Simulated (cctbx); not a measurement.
# Finding the light atoms

Cell a = 12.1170 Å, b = 6.6610 Å, c = 6.6330 Å, α = 90.00°, β = 121.04°, γ = 90.00°; space group C2/m (no. 12); content Cr8 S8 Mg2 O8 Li6. The heavier atoms are placed; Li is still missing.

The data are simulated with cctbx, not measured: Mo Kα, λ = 0.71073 Å, to d = 0.6 Å, 80 % of the full sphere, strongest reflection 20000 counts, noise from counting, a 3 % proportional error and a noise floor of 8 counts (s.d.); no absorption.

Refinement without Li (map in e/Å³):

```text
Rint 0.035, 1180 unique reflections to 0.60 A
cycle     R1     wR2    GooF  max shift (A)
   1  0.2747  0.5431  10.445   0.07659
   2  0.0592  0.1294   2.489   0.00028
final R1 0.0592 wR2 0.1294 GooF 2.489  parameters 14  data/parameter 84.3
atom        x        y        z      Ueq    occ   su(xyz)  su(Uiso or U11)
Cr1    0.75000  0.75000  0.00000   0.0027  1.000  0.00000  0.0002
Cr2    0.00000  0.00000  0.00000   0.0042  1.000  0.00000  0.0002
Cr3    0.00000  0.50000  0.50000   0.0026  1.000  0.00000  0.0002
S1     0.51233  0.74692  0.75715   0.0042  1.000  0.00016  0.0002
Mg1    0.00000  0.50000  0.00000   0.0027  1.000  0.00000  0.0004
O1     0.75507  0.50000  0.76361   0.0057  1.000  0.00070  0.0005
O2     0.77359  0.00000  0.78236   0.0071  1.000  0.00067  0.0006
difference map: max 12.65 min -1.26 rms 0.50
Q1    0.2500  0.2500  0.5000    4   13.00  2.39 A from O1
Q2    0.0000  0.0000  0.5000    2   11.45  2.32 A from S1
Q3    0.0000  0.0000  0.0000    2    6.00  0.00 A from Cr2
Q4    0.0102  0.2471  0.7526    8    3.23  0.03 A from S1
Q5    0.2486  0.5000  0.7595    4    2.88  0.26 A from O2
Q6    0.2433  0.0000  0.7405    4    2.50  0.15 A from O1
Q7    0.2500  0.2500  0.0000    4    2.46  0.00 A from Cr1
Q8    0.0238  0.5000  0.5696    4    1.92  0.40 A from Cr3
```

Simulated single-crystal data (cctbx): neutrons of λ = 0.84 Å, to d = 0.8 Å, 80 % of the full sphere, strongest reflection 5000 counts, noise from counting, a 3 % proportional error and a noise floor of 8 counts (s.d.); no absorption.

Refinement without Li (map in fm/Å³; only maxima are listed):

```text
Rint 0.035, 509 unique reflections to 0.80 A
cycle     R1     wR2    GooF  max shift (A)
   1  0.2243  0.4265   9.004   0.02447
   4  0.1861  0.3610   7.620   0.00005
final R1 0.1862 wR2 0.3610 GooF 7.621  parameters 14  data/parameter 36.4
atom        x        y        z      Ueq    occ   su(xyz)  su(Uiso or U11)
Cr1    0.75000  0.75000  0.00000   0.0006  1.000  0.00000  0.0015
Cr2    0.00000  0.00000  0.00000   0.0001  1.000  0.00000  0.0019
Cr3    0.00000  0.50000  0.50000   0.0009  1.000  0.00000  0.0019
S1     0.51472  0.74601  0.75751   0.0136  1.000  0.00130  0.0018
Mg1    0.00000  0.50000  0.00000   0.0039  1.000  0.00000  0.0015
O1     0.75217  0.50000  0.76120   0.0113  1.000  0.00091  0.0014
O2     0.77494  0.00000  0.78324   0.0088  1.000  0.00083  0.0014
difference map: max 2.15 min -10.76 rms 0.53
Q1    0.2179  0.5000  0.1963    4    2.16  0.33 A from O1
Q2    0.0320  0.2482  0.8062    8    1.58  0.28 A from S1
Q3    0.2253  0.3463  0.4273    8    1.50  1.74 A from O1
Q4    0.0000  0.1094  0.5000    4    1.48  1.86 A from S1
Q5    0.2229  0.1546  0.4267    8    1.43  1.74 A from O2
Q6    0.0307  0.2510  0.3018    8    1.30  0.49 A from S1
Q7    0.2188  0.2778  0.3611    8    1.29  1.81 A from O1
Q8    0.0677  0.0000  0.5009    4    1.27  2.00 A from O1
```

**Question.** Where is Li, and which data fix it better?

Li sits at (3/4, 3/4, 1/2) and (0, 0, 1/2). Adding it takes R1 from 0.059 to 0.021 with X-rays and from 0.186 to 0.021 with neutrons. Symmetry fixes its coordinates; the s.u. of its U is 0.0010 Å² with X-rays and 0.0005 Å² with neutrons. In the X-ray map Q1 and Q2 mark it. No listed neutron peak is on it. Natural Li has a negative scattering length, so it shows as a hole in the neutron map (minimum -10.8), not among the maxima.

Final neutron refinement:

```text
Rint 0.035, 509 unique reflections to 0.80 A
cycle     R1     wR2    GooF  max shift (A)
   1  0.1283  0.2688   5.686   0.03018
   2  0.0207  0.0438   0.926   0.00000
final R1 0.0207 wR2 0.0438 GooF 0.926  parameters 16  data/parameter 31.8
atom        x        y        z      Ueq    occ   su(xyz)  su(Uiso or U11)
Cr1    0.75000  0.75000  0.00000   0.0041  1.000  0.00000  0.0002
Cr2    0.00000  0.00000  0.00000   0.0042  1.000  0.00000  0.0003
Cr3    0.00000  0.50000  0.50000   0.0049  1.000  0.00000  0.0003
S1     0.51230  0.74646  0.75712   0.0044  1.000  0.00013  0.0002
Mg1    0.00000  0.50000  0.00000   0.0056  1.000  0.00000  0.0002
O1     0.75294  0.50000  0.76189   0.0057  1.000  0.00010  0.0001
O2     0.77268  0.00000  0.78123   0.0058  1.000  0.00009  0.0002
Li1    0.75000  0.75000  0.50000   0.0079  1.000  0.00000  0.0003
Li2    0.00000  0.00000  0.50000   0.0067  1.000  0.00000  0.0005
difference map: max 0.38 min -0.32 rms 0.08
Q1    0.0803  0.5000  0.5493    4    0.39  0.85 A from Cr3
Q2    0.1293  0.5000  0.3408    4    0.31  1.87 A from O1
Q3    0.1567  0.0000  0.5693    4    0.30  1.21 A from O1
Q4    0.1900  0.3536  0.1468    8    0.29  1.17 A from O1
Q5    0.1629  0.2055  0.8298    8    0.29  1.12 A from Cr1
Q6    0.1640  0.3286  0.9708    8    0.29  1.09 A from Cr1
```

The model is made up (kin elements in a known structure type, no relaxation), so it says nothing on whether the phase exists.

[Middle refinement cycles are left out of these outputs.]

[Logs are printed without paths, hosts, clocks, repeated set-up lines and the standing remarks that a program may print on its own settings, such as how far it seeks lower states.]
